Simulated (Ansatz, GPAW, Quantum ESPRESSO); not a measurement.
# Simulated XPS, UPS and emission spectra of TiTe2

Wanted: projected DOS of TiTe2, weighted into photoemission and X-ray emission spectra, at several levels of theory.

From the literature, measured:
- Band energy, bonding Te 5pxy band along Gamma-A, energy below the Fermi level (non-dispersive, spin-orbit split peak): 1.7 eV (angle-resolved photoemission at normal emission, photon energies 11.5-33 eV; cleaved single crystal; weak peak, vanishing in the middle of the final-state energy range; spin-orbit split, but a single approximate energy is given for the pair). “Three-dimensional band structure of layered TiTe2: Photoemission final-state effects”, 2006, arxiv:cond-mat/0604285.

Main program and level: Ansatz 0.2.0, Quantum ESPRESSO 7.5 and GPAW 26.7.0; DFT, PBE, plane-wave PAW, default files, scalar-relativistic, in the first sound run; inputs show where later runs differ.

**1. Starting point**

The structure is trigonal, space group P-3m1 (No. 164). The conventional cell has a = 3.777 Å, b = 3.777 Å, c = 6.498 Å, α = 90.00°, β = 90.00°, γ = 120.00°. Nearest to Te lie 3 Ti at 2.77 Å. Ti has 6 Te at 2.77 Å nearest. Farther neighbours and most contacts between anions are not listed.

**2. The base run**

First the ground state, then the DOS by atom and shell, which the cross sections turn into spectra. The DOS is taken on a denser mesh than the density.

File input.yaml:

```yaml
crystal:
  lattice:
    - [3.777, 0.0, 0.0]
    - [-1.8885, 3.2709779501, 0.0]
    - [0.0, 0.0, 6.498]
  atoms:
    - { symbol: Te, position: [0.3333333333, 0.6666666667, 0.7372] }
    - { symbol: Te, position: [0.6666666667, 0.3333333333, 0.2628] }
    - { symbol: Ti, position: [0.0, 0.0, 0.0] }
kpoints:
  mp_grid: { grid: [12, 12, 4] }
  band_path:
    path:
      - [[0.0, 0.0, 0.0], [0.5, 0.0, 0.0], [0.333333, 0.333333, 0.0], [0.0, 0.0, 0.0], [0.0, 0.0, 0.5], [0.5, 0.0, 0.5], [0.333333, 0.333333, 0.5], [0.0, 0.0, 0.5]]
      - [[0.5, 0.0, 0.5], [0.5, 0.0, 0.0]]
      - [[0.333333, 0.333333, 0.5], [0.333333, 0.333333, 0.0]]
    npoints: 10
scf:
  occupations: { method: fermi_dirac, width: 0.02 }
  n_extra_bands: 10
hamiltonian:
  xc: pbe
  pseudopotentials: { kind: paw }
output:
  forces: true
  stress: true
  dos:
    projected: true
    de: 0.05
    e_range: [-30, 12]
    nscf_kmesh: { grid: [18, 18, 8] }
  fatbands: true
  write_density: true
  write_potential: true
  elf: true
  volumetric_format: npy
```

On the command line:

```bash
ansatz run input.yaml --threads 2 --pin off --max-ram 6144MiB --backend cpu --events-out ev --progress --plain --runs-dir out
```

Numbers of over 12 decimals in the logs are rounded to 6 here.

The log of the run:

```text
scf.n_extra_bands = 10 over 22 filled bands (N_el = 44.0): the run solves 32 bands
Engine: ansatz 0.2.0, aarch64-unknown-linux-gnu
Pseudopotentials: kind: paw
Pseudopotential: Te, paw, valence charge 16, recommended cutoff 420 eV (normal), Te.paw.azcp
Pseudopotential: Ti, paw, valence charge 12, recommended cutoff 420 eV (normal), Ti.paw.azcp
Functional definition: PBE
  parameter kappa = 0.804
  parameter beta = 0.066725
  exchange = pbe_x(kappa = kappa, mu = beta*pi^2/3)
  correlation = pbe_c(beta = beta)
Crystal: 3 atoms, lattice volume = 80.279 Å³
Basis set: ecut = 420 eV, 1581 PW (Γ), exchange–correlation on 54×54×90 points (8 copies of the dense FFT grid, shifted against one another)
Bands: 32, of which v1, the nominal top of the filled ones, is band 22 counted from 1 (21 counted from 0)
Symmetry: 12 space group operations
Space group: P-3m1 (ITA 164), of the structure as read, at distance tolerance 4.3e-5 Å
k-points: 69 of 576
Non-local potential: Te, projectors of the file, l = 0: 2, l = 1: 2, l = 2: 2, l = 3: 2
Non-local potential: Ti, projectors of the file, l = 0: 3, l = 1: 2, l = 2: 3, l = 3: 1
PAW form: soft (Blöchl's): semilocal exchange-correlation on the pseudo side does not see the compensation charge
PAW one-centre angular grid: Te, 590 points (default); XC on 64 Gauss nodes
PAW one-centre angular grid: Ti, 590 points (default); XC on 64 Gauss nodes
Initial density: superposition of atomic densities (neutral atoms: chi_scale 0, normalization atom), corrected by the library's trained network
Initial wavefunctions: pseudopotential atomic-orbital guess
Functional: x = pbe(κ = 0.804, μ = 0.219515), c = pbe(β = 0.066725)
SCF iter   1: F=—  HF=-16461.677199 eV  |F-HF|=—  |Δ(HF+E_count)|=         —  Δρ=2.85e-3  dr2=1.15e-2  ethr=1.77e-3  ⟨swp⟩=6.2  Hψ=10276  notcnv=0  defer=2
preconditioner: auto → LDOS  [metal: Δε(μ)=0.042 eV  Ē_g=8.954 eV  σ=0.020 eV  W_gap=0.43  n_scr=22 (ndim 8)  ℏωp=16.6 eV  f_vac=0.014  D(μ)=1.78/eV (n_scr^D=10)  β→1.0]
SCF iter   2: F=—  HF=-16461.676970 eV  |F-HF|=—  |Δ(HF+E_count)|=   2.29e-4  Δρ=2.38e-3  dr2=8.40e-3  ethr=2.62e-5  ⟨swp⟩=2.1  Hψ=4562  notcnv=0  defer=317
SCF iter   3: F=—  HF=-16461.675878 eV  |F-HF|=—  |Δ(HF+E_count)|=   1.09e-3  Δρ=3.27e-4  dr2=1.14e-4  ethr=1.91e-5  ⟨swp⟩=2.8  Hψ=2960  notcnv=0  defer=317
SCF iter   4: F=—  HF=-16461.675887 eV  |F-HF|=—  |Δ(HF+E_count)|=   9.26e-6  Δρ=1.00e-4  dr2=1.28e-5  ethr=2.60e-7  ⟨swp⟩=2.9  Hψ=3443  notcnv=0  defer=317
SCF iter   5: F=—  HF=-16461.675875 eV  |F-HF|=—  |Δ(HF+E_count)|=   1.21e-5  Δρ=3.30e-5  dr2=1.03e-6  ethr=2.91e-8  ⟨swp⟩=2.0  Hψ=3337  notcnv=0  defer=317
SCF iter   6: F=—  HF=-16461.675875 eV  |F-HF|=—  |Δ(HF+E_count)|=   3.75e-8  Δρ=1.05e-5  dr2=1.01e-7  ethr=2.35e-9  ⟨swp⟩=2.0  Hψ=3337  notcnv=0  defer=317
SCF iter   7: F=-16461.675875 eV  HF=-16461.675875 eV  |F-HF|=2.48e-9  |Δ(HF+E_count)|=   2.49e-8  Δρ=2.55e-6  dr2=3.43e-9  ethr=2.27e-10  ⟨swp⟩=13.4  Hψ=14622  notcnv=0
SCF 1 converged in 7 iterations: F = -16461.675875 eV  dr2 = 3.43e-9
  greatest PAW one-centre occupation: 0.999 electrons in one spin orbital (limit 2), on the Ti atom at site 2 (counted from 0), in its partial waves of l = 0
NSCF: frozen V_eff on 93 k-points
NSCF: frozen V_eff on 266 k-points
SCF converged after 7 iterations
Free energy (F): -16461.675875 eV
Harris-Foulkes:  -16461.675875 eV  (|F-HF|=2.48e-9)
Internal energy: -16461.673711 eV  (E = F + TS)
E sigma→0 (E₀):  -16461.674793 eV
Entropy (-TS):   -0.002164 eV (-0.721 meV/atom)
Fermi energy:    10.333893 eV
--- Per-component energies (eV) ---
  E_band       = -668.418290
  E_kinetic    = 633.169165
  E_local      = -3434.136715  (includes V_loc(G=0)·N_el)
  E_nonlocal   = -611.956737
  E_hartree    = 2003.331069
  E_xc         = -346.536550
  E_vxc        = -330.936229  (∫ρ·V_xc dr)
  E_paw        = -10372.602030  (= ΣΔE_a)
  E_vpaw       = -931.220815  (= ΣTr[D̂ρ^β])
  E_aug_tail   = -0.000223  (compensation charges beyond the density's cutoff)
  E_ewald      = -4332.941691
  E_smearing   = -0.002164  (= −TS)
  E_closure    = -0.000000  (closes the sum)
  Σ components = -16461.675875   (vs F -16461.675875, Δ=0.00e0)
--- Forces (eV/Å), atoms counted from 1 ---
  atom   1  Te    -0.00000000    -0.00000000    -0.01969267
  atom   2  Te     0.00000000     0.00000000     0.01969267
  atom   3  Ti     0.00000000     0.00000000     0.00000000
  max |Σ_I F_I| component: 7.89e-31 eV/Å
--- Stress (GPa, compression-positive) ---
        0.649127      -0.000000      -0.000000
        0.000000       0.649127       0.000000
       -0.000000       0.000000       1.349771
  P = ⅓ Tr σ = 0.8827 GPa (8.827 kbar)
--- Band table (eV; the first three rows and the last of 69) ---
  k-point 0: bands = [... 18 lower, 8.5946, 10.6291, 10.6747, 10.6747, 10.8382, 11.3381, 11.3381, 13.3293, ... 6 higher]
  k-point 1: bands = [... 18 lower, 8.6295, 9.2524, 10.6689, 10.6689, 11.1711, 11.1711, 11.2243, 13.5501, ... 6 higher]
  k-point 2: bands = [... 18 lower, 8.6666, 8.6666, 10.6640, 10.6640, 11.0212, 11.0212, 11.2991, 13.7599, ... 6 higher]
  k-point 68: bands = [... 18 lower, 6.5819, 7.0521, 8.5645, 8.5645, 11.2649, 11.2712, 11.2712, 13.2643, ... 6 higher]
```

The job ended after 20 s (2 threads of Arm Neoverse V1, shared host; peak memory 0.61 GiB).

Numbers from this step:

```yaml
free_energy: -16461.6759 eV
energy_at_zero_smearing: -16461.6748 eV
smearing_term_ts: 0.002164 eV
fermi_energy: 10.33 eV
symmetry_operations: 12
pressure: 0.8827 GPa
zero_of_energy: Fermi level
share_of_occupied_states_in_no_projected_shell: 0.0117 of the occupied states in the window
dos_at_the_fermi_level: 1.435 states/eV/cell
```

The electronic bands at the labelled points (eV, zero at the Fermi level; # counts the bands kept):

| point | #5 | #6 | #7 | #8 | #9 | #10 | #11 | #12 |
| --- | --- | --- | --- | --- | --- | --- | --- | --- |
| Γ | -1.71 | 0.32 | 0.37 | 0.37 | 0.53 | 1.03 | 1.03 | 3.02 |
| halfway | -2.40 | -1.67 | -0.69 | -0.61 | 0.16 | 1.16 | 1.21 | 2.88 |
| M | -2.75 | -2.44 | -1.78 | -1.17 | -0.01 | 1.12 | 1.45 | 2.38 |
| halfway | -2.71 | -2.62 | -2.32 | -2.01 | 0.75 | 1.18 | 1.40 | 2.35 |
| K | -3.69 | -2.40 | -2.38 | -2.38 | 0.95 | 1.40 | 1.40 | 2.03 |
| halfway | -2.80 | -1.97 | -1.53 | -0.70 | 0.39 | 1.27 | 1.43 | 2.17 |
| Γ | -1.71 | 0.32 | 0.37 | 0.37 | 0.53 | 1.03 | 1.03 | 3.02 |
| halfway | -1.68 | -1.05 | 0.36 | 0.36 | 0.86 | 0.86 | 0.92 | 3.24 |
| A | -1.64 | -1.64 | 0.36 | 0.36 | 0.71 | 0.71 | 0.99 | 3.45 |
| halfway | -2.21 | -1.71 | -1.48 | -0.62 | 0.24 | 1.38 | 1.54 | 2.20 |
| L | -2.44 | -2.06 | -1.02 | -0.65 | -0.30 | 1.11 | 1.43 | 2.57 |
| halfway | -2.65 | -2.58 | -1.76 | -1.36 | 0.37 | 1.15 | 1.30 | 2.36 |
| H | -3.73 | -3.25 | -1.74 | -1.74 | 0.96 | 0.96 | 0.96 | 2.96 |
| halfway | -2.19 | -1.71 | -1.60 | -1.46 | 0.62 | 1.01 | 1.62 | 2.21 |
| A | -1.64 | -1.64 | 0.36 | 0.36 | 0.71 | 0.71 | 0.99 | 3.45 |
| jump to L | -2.44 | -2.06 | -1.02 | -0.65 | -0.30 | 1.11 | 1.43 | 2.57 |
| halfway | -2.62 | -1.95 | -1.71 | -0.89 | -0.08 | 1.12 | 1.44 | 2.77 |
| M | -2.75 | -2.44 | -1.78 | -1.17 | -0.01 | 1.12 | 1.45 | 2.38 |
| jump to H | -3.73 | -3.25 | -1.74 | -1.74 | 0.96 | 0.96 | 0.96 | 2.96 |
| halfway | -3.92 | -2.75 | -2.04 | -2.04 | 0.95 | 1.14 | 1.14 | 2.48 |
| K | -3.69 | -2.40 | -2.38 | -2.38 | 0.95 | 1.40 | 1.40 | 2.03 |

Of the projections kept (Te s, Te p, Ti s, Ti d, not projected), the largest for each band there; the rest of the weight can lie on other orbitals:

| point | #5 | #6 | #7 | #8 | #9 | #10 | #11 | #12 |
| --- | --- | --- | --- | --- | --- | --- | --- | --- |
| Γ | Ti d 0.58 | Ti d 0.88 | Ti d 0.98 | Ti d 0.98 | Te p 0.98 | Te p 0.98 | Te p 0.98 | Te p 0.58 |
| M | Te p 0.97 | Te p 0.54 | Ti d 0.52 | Te p 0.97 | Ti d 0.79 | Ti d 1.00 | Ti d 0.90 | Ti d 0.52 |
| K | Te p 0.77 | Te p 0.97 | Te p 0.76 | Te p 0.76 | Ti d 0.91 | Ti d 0.79 | Ti d 0.79 | Ti d 0.70 |
| Γ | Ti d 0.58 | Ti d 0.88 | Ti d 0.98 | Ti d 0.98 | Te p 0.98 | Te p 0.98 | Te p 0.98 | Te p 0.58 |
| A | Ti d 0.61 | Ti d 0.61 | Ti d 0.98 | Ti d 0.98 | Te p 0.99 | Te p 0.99 | Ti d 0.74 | Te p 0.61 |
| L | Te p 0.62 | Te p 0.56 | Te p 0.94 | Te p 0.96 | Ti d 0.88 | Ti d 1.00 | Ti d 0.91 | Ti d 0.54 |

The DOS has structure finer than the step of the table below, so its rows give means over 1 eV, whole bins alone (the curve runs from -13.9 to 7.28 eV). Peaks (eV: height): total -10.4: 6.74, -1.7: 5.34, 0.5: 3.61, 1.2: 9.54; Te 5p -4.1: 2.84, -2.5: 2.45, -1.8: 3.11, 1.2: 1.67; Ti 3d -1.7: 2.09, 0.5: 2.90, 1.2: 7.68, 2.3: 1.85; Te 5s -10.4: 6.14; Ti 4s -11.9: 0.201, -4.3: 0.262, 5.3: 0.320, 6.9: 0.277.

* holds the states left over by the projection beside any projected weight of its own. DOS against E, zero at the Fermi level; means over each step; values in states/eV/cell:

| E (eV) | total | Te 5p | Ti 3d | Te 5s | Ti 4s | Ti 4p* |
| --- | --- | --- | --- | --- | --- | --- |
| -13 | 8.7e-4 | 3.9e-6 | 0 | 5.5e-4 | 3.2e-4 | 0 |
| -12 | 0.570 | 0.0207 | 0.00231 | 0.398 | 0.147 | 0.00140 |
| -11 | 2.58 | 0.0889 | 0.0990 | 2.25 | 0.139 | 0.0122 |
| -10 | 0.844 | 0.0123 | 0.0518 | 0.767 | 0.00881 | 0.00373 |
| -9 | 0 | 0 | 0 | 0 | 0 | 0 |
| -8 | 0 | 0 | 0 | 0 | 0 | 0 |
| -7 | 0 | 0 | 0 | 0 | 0 | 0 |
| -6 | 0 | 0 | 0 | 0 | 0 | 0 |
| -5 | 0.717 | 0.536 | 0.0747 | 0.0170 | 0.0842 | 0.00498 |
| -4 | 2.57 | 2.04 | 0.278 | 0.0793 | 0.138 | 0.0306 |
| -3 | 2.08 | 1.56 | 0.345 | 0.0623 | 0.0673 | 0.0421 |
| -2 | 4.04 | 2.57 | 1.29 | 0.0687 | 0.0300 | 0.0699 |
| -1 | 2.12 | 1.50 | 0.516 | 0.0395 | 0.0122 | 0.0521 |
| 0 | 1.68 | 0.422 | 1.18 | 0.0200 | 0.0113 | 0.0446 |
| 1 | 4.35 | 0.802 | 3.42 | 0.0249 | 0.0476 | 0.0537 |
| 2 | 1.90 | 0.560 | 1.18 | 0.0432 | 0.0274 | 0.0888 |
| 3 | 2.55 | 1.05 | 1.28 | 0.0538 | 0.0340 | 0.135 |
| 4 | 0.155 | 0.0165 | 0.00771 | 0.00257 | 0.0366 | 0.0916 |
| 5 | 1.28 | 0.136 | 0.0476 | 0.0255 | 0.267 | 0.804 |
| 6 | 2.13 | 0.143 | 0.0483 | 0.0329 | 0.258 | 1.65 |

This run's widths, added to any smearing of the DOS itself: Gaussian 0.15 eV, Lorentzian 0.05 eV. Table of intensity by binding energy, zero at the Fermi level; values in % of the maximum within 13 eV:

| binding energy (eV) | 21.2 eV | 60 eV | 1253.6 eV | 1486.7 eV | 8047.8 eV |
| --- | --- | --- | --- | --- | --- |
| -1.0 | 0.246 | 0.224 | 0.163 | 0.157 | 0.0903 |
| -0.5 | 0.491 | 0.495 | 0.292 | 0.280 | 0.157 |
| 0.0 | 14.1 | 19.4 | 4.95 | 4.54 | 2.19 |
| 0.5 | 20.6 | 19.9 | 12.4 | 11.9 | 6.57 |
| 1.0 | 40.2 | 29.7 | 29.9 | 29.1 | 16.6 |
| 1.5 | 64.9 | 54.8 | 44.5 | 43.2 | 24.6 |
| 2.0 | 81.7 | 75.2 | 51.8 | 50.1 | 28.0 |
| 2.5 | 57.9 | 42.8 | 43.1 | 42.0 | 23.9 |
| 3.0 | 35.3 | 20.3 | 31.0 | 30.4 | 18.0 |
| 3.5 | 21.7 | 12.2 | 20.1 | 19.7 | 11.9 |
| 4.0 | 46.1 | 21.9 | 43.1 | 42.4 | 25.1 |
| 4.5 | 30.0 | 13.5 | 29.1 | 28.6 | 16.9 |
| 5.0 | 10.5 | 5.12 | 9.94 | 9.77 | 5.72 |
| 5.5 | 0.478 | 0.264 | 0.453 | 0.445 | 0.270 |
| 6.0 | 0.236 | 0.143 | 0.232 | 0.228 | 0.145 |
| 6.5 | 0.154 | 0.100 | 0.164 | 0.162 | 0.109 |
| 7.0 | 0.113 | 0.0786 | 0.136 | 0.135 | 0.0970 |
| 7.5 | 0.0884 | 0.0670 | 0.129 | 0.128 | 0.0991 |
| 8.0 | 0.0735 | 0.0623 | 0.139 | 0.138 | 0.115 |
| 8.5 | 0.0656 | 0.0648 | 0.171 | 0.170 | 0.152 |
| 9.0 | 0.0654 | 0.0801 | 0.252 | 0.251 | 0.235 |
| 9.5 | 0.0829 | 0.133 | 0.484 | 0.483 | 0.468 |
| 10.0 | 0.219 | 0.460 | 1.79 | 1.79 | 1.77 |
| 10.5 | 10.6 | 24.4 | 95.4 | 95.4 | 95.3 |
| 11.0 | 4.29 | 9.15 | 47.3 | 47.3 | 46.7 |
| 11.5 | - | 3.32 | 21.4 | 21.4 | 20.8 |
| 12.0 | - | 1.62 | 11.2 | 11.2 | 10.7 |
| 12.5 | - | 0.191 | 1.17 | 1.17 | 1.12 |
| 13.0 | - | 0.0481 | 0.210 | 0.210 | 0.200 |
| 13.5 | - | 0.0323 | 0.124 | 0.124 | 0.117 |

Maxima picked by a test of local sharpness, so broad peaks and shoulders can be missing; peaks within 0.45 eV of a curve's cut are left out. Valence peaks, by row:

| photon energy (eV) | binding energy (eV) | height (% of the maximum within 13 eV) | main shell | its share (%) |
| --- | --- | --- | --- | --- |
| 21.2 | 10.45 | 11.17 | Ti 3d | 73.57 |
| 21.2 | 4.15 | 52.53 | Te 5p | 80.7 |
| 21.2 | 1.75 | 100 | Ti 3d | 53.17 |
| 21.2 | 0.1 | 19.78 | Ti 3d | 73.61 |
| 60 | 10.45 | 25.95 | Ti 3d | 55.54 |
| 60 | 4.1 | 23.92 | Ti 3d | 74.15 |
| 60 | 1.7 | 100 | Ti 3d | 93.49 |
| 60 | 0.1 | 26.28 | Ti 3d | 97.16 |
| 1254 | 10.45 | 100 | Te 5s | 97.26 |
| 1254 | 4.15 | 49.82 | Te 5p | 91.29 |
| 1254 | 2.55 | 43.5 | Te 5p | 90.94 |
| 1254 | 1.75 | 58.63 | Te 5p | 85.5 |
| 1487 | 10.45 | 100 | Te 5s | 97.58 |
| 1487 | 4.15 | 49.06 | Te 5p | 91.95 |
| 1487 | 2.55 | 42.46 | Te 5p | 92.43 |
| 1487 | 1.75 | 56.36 | Te 5p | 88.22 |
| 8048 | 10.45 | 100 | Te 5s | 99.01 |
| 8048 | 4.15 | 28.99 | Te 5p | 90.9 |
| 8048 | 2.55 | 24.26 | Te 5p | 94.48 |
| 8048 | 1.8 | 31.13 | Te 5p | 93.25 |

Shapes are the site's partial DOS without matrix elements, which overweights lines from ligand s bands. Table of intensity, Ti L-alpha by emission energy less the core level's binding energy, zero at the Fermi level; read off at these points:

| emission energy less the core level's binding energy (eV) | intensity, Ti L-alpha (% of the unpolarised maximum) |
| --- | --- |
| -13.50 | 0.105 |
| -13.00 | 0.137 |
| -12.50 | 0.203 |
| -12.00 | 0.433 |
| -11.50 | 1.42 |
| -11.00 | 5.63 |
| -10.50 | 12.5 |
| -10.00 | 1.76 |
| -9.50 | 0.481 |
| -9.00 | 0.313 |
| -8.50 | 0.275 |
| -8.00 | 0.282 |
| -7.50 | 0.318 |
| -7.00 | 0.383 |
| -6.50 | 0.496 |
| -6.00 | 0.710 |
| -5.50 | 1.32 |
| -5.00 | 6.15 |
| -4.50 | 14.5 |
| -4.00 | 21.4 |
| -3.50 | 16.8 |
| -3.00 | 25.5 |
| -2.50 | 51.8 |
| -2.00 | 89.1 |
| -1.82 | 99.4 |
| -1.50 | 72.7 |
| -1.00 | 37.9 |
| -0.50 | 27.6 |
| 0.00 | 20.7 |
| 0.50 | 3.02 |
| 1.00 | 1.28 |

Electrostatic potential energy in the ac plane at fractional y = 0.000, with atoms of Ti within 0.2 Å of it. With pseudopotentials it is smooth inside the atoms' cores, unlike the true potential.

Values in eV, 24 rows by 14 columns, each cell a mean:
```
-28 -28 -22  -7   5  10  12  12  12   9   3 -13 -24 -28
-26 -23 -15  -1   7  10  12  12  11   9   6  -5 -18 -24
-15 -11  -3   5   9  10  10  10  10  10   8   3  -5 -12
  2   4   7   9   9   9   8   8   8   9   9   8   6   3
  9   9  10  10   9   7   5   4   6   8  10  10  10   9
 12  12  12  11   9   6   2   1   3   7  10  11  12  12
 13  13  13  12   9   6   2   1   3   7  10  12  13  13
 14  14  13  12  10   8   5   4   6   8  11  13  14  14
 14  14  14  13  12  10   9   8   9  11  12  13  14  14
 14  14  14  14  13  12  11  11  11  12  13  14  14  14
 15  15  14  14  14  13  13  13  13  13  14  14  14  15
 15  15  14  14  14  14  13  13  13  14  14  14  14  15
 15  15  14  14  14  13  13  13  13  14  14  14  14  15
 15  14  14  14  13  12  12  12  12  13  13  14  14  14
 14  14  14  13  12  11   9   9  10  11  12  13  14  14
 14  14  14  12  11   9   6   6   7   9  11  13  14  14
 14  13  13  12  10   6   3   1   4   7  10  12  13  14
 13  13  12  11   9   6   2   0   3   7  10  12  12  13
 10  10  11  11   9   7   4   3   5   8  10  11  11  10
  4   5   8   9   9   9   7   7   8   9  10   9   7   5
 -9  -6   1   7   9  10  10  10  10  10   9   5  -1  -7
-24 -21 -12   1   7  10  11  12  11  10   6  -3 -15 -22
-28 -27 -21  -6   5  10  12  12  11   9   4 -11 -23 -28
-28 -28 -24 -10   4  10  12  12  12   9   2 -15 -26 -28
```
Columns run along a (3.8 Å; values clipped at the 3rd and 97th percentile), rows up along c (6.5 Å). Atoms in or near the plane, at fractional coordinates: Ti at (0.00, 0.00).

Valence density in the ac plane at fractional y = 0.000, with atoms of Ti within 0.2 Å of it. It is the smooth field of the valence electrons, not physical close to the nuclei.

Ten steps, logarithmic in the rise over the least value, from '_' (0.02 × 1e0 e/Å³) to '@' (9.90 × 1e0 e/Å³), each cell a mean:
```
@@@@##==::..........::++%%@@
%%##**--::::::::::::::==**%%
++++--::::::::::::::::--==++
::::::::::::::::::::::::::::
....::::::--------::::::....
......::::----------::::....
......::::--------::::......
____....::::----::::::....__
______....::::::::::....____
________..............______
__________..........________
____________......__________
__________........__________
________..............______
______....::::::::....______
____....::::::::::::....____
__......::::------::::......
......::::----------::::....
......::::--------::::::....
::::::::::::----::::::::::::
====--::::::::::::::::::--==
####++--::::::::::::::--**##
@@@@##==::..........::++##@@
@@@@%%==::..........::++%%@@
```
Columns run along a (3.8 Å), rows up along c (6.5 Å). Atoms in or near the plane, at fractional coordinates: Ti at (0.00, 0.00).

ELF in the ac plane at fractional y = 0.000, with atoms of Ti within 0.2 Å of it. It is the smooth field of the valence electrons, not physical close to the nuclei.

Ten even steps from '0' (0.01) to '9' (0.65), each cell a mean:
```
37941245421696
89722577642489
54325899974235
11258999998411
11479998999631
12589988899742
12479988899642
12368999998531
01247999987310
00125678764200
00012344332000
00001112110000
00001233221000
00024577653100
00247899986310
11368999998521
12479988899642
22589988899742
12489988999731
01269999998421
33236999985223
88623678752378
48931355421597
05941234311683
```
Columns run along a (3.8 Å), rows up along c (6.5 Å). Atoms in or near the plane, at fractional coordinates: Ti at (0.00, 0.00).

The spectra weight each projected shell by its atomic cross section (Dirac–Hartree–Slater) and angular factor, for unpolarised light with the analyser at 54.7° from the beam. Broadening, on top of any smearing of the DOS itself: a Gaussian of 0.15 eV and a Lorentzian of 0.05 eV plus 0 times the binding energy (full widths), Fermi edge at 300 K. Curves are cut 10 eV under the photon energy, above any shell that the free atom's threshold puts out of reach, or at the lower edge of the window: 11.2 eV at 21.2 eV, 13.9 eV at 60 eV, 13.9 eV at 1253.6 eV, 13.9 eV at 1486.7 eV and 13.9 eV at 8047.8 eV. A star in tables and legends marks shells that hold the states left over by the projection (1.2 % of the filled ones), a stand-in for orbitals that the files don't project on. Dipole terms alone, which is rough above 3 keV; no background, satellites or final-state effects.

How the area divides among the shells (%):

| shell | 21.2 eV | 60 eV | 1253.6 eV | 1486.7 eV | 8047.8 eV |
| --- | --- | --- | --- | --- | --- |
| Te 5s | 0.5 | 5.4 | 34.3 | 35.0 | 49.6 |
| Te 5p | 61.1 | 10.3 | 59.7 | 60.3 | 49.1 |
| Ti 4s | 0.2 | 0.7 | 1.6 | 1.6 | 1.2 |
| Ti 3d | 38.2 | 83.5 | 4.2 | 3.0 | 0.1 |

Cross sections used, in Mb an electron:

| shell | 21.2 eV | 60 eV | 1253.6 eV | 1486.7 eV | 8047.8 eV |
| --- | --- | --- | --- | --- | --- |
| Te 5s | 0.034 | 0.061 | 0.0011 | 8.4e-4 | 3.3e-5 |
| Te 5p | 1.4 | 0.050 | 8.5e-4 | 6.2e-4 | 1.4e-5 |
| Ti 4s | 0.081 | 0.043 | 3.2e-4 | 2.3e-4 | 4.7e-6 |
| Ti 3d | 2.5 | 1.2 | 1.7e-4 | 9.2e-5 | 7.8e-8 |

At the Fermi level the DOS is 1.43 states/eV a cell, and on the broadened curves Ti 3d holds 69 % of the total there.

[end of part 1 of 10]

[Logs are printed without paths, hosts, clocks, repeated set-up lines and the standing remarks that a program may print on its own settings, such as how far it seeks lower states.]

[Hosts, paths, dates, database ids (printed as entryN), source tags and the programs' standing remarks are cut or masked in the printed files.]

[Maps of the electrostatic potential energy from Ansatz leave out the sawtooth potential of an applied field or a dipole correction, so their vacuum need not be flat; work functions include it.]

[Peak lists hold at most the 14 tallest peaks of each spectrum; further lines can be left out.]
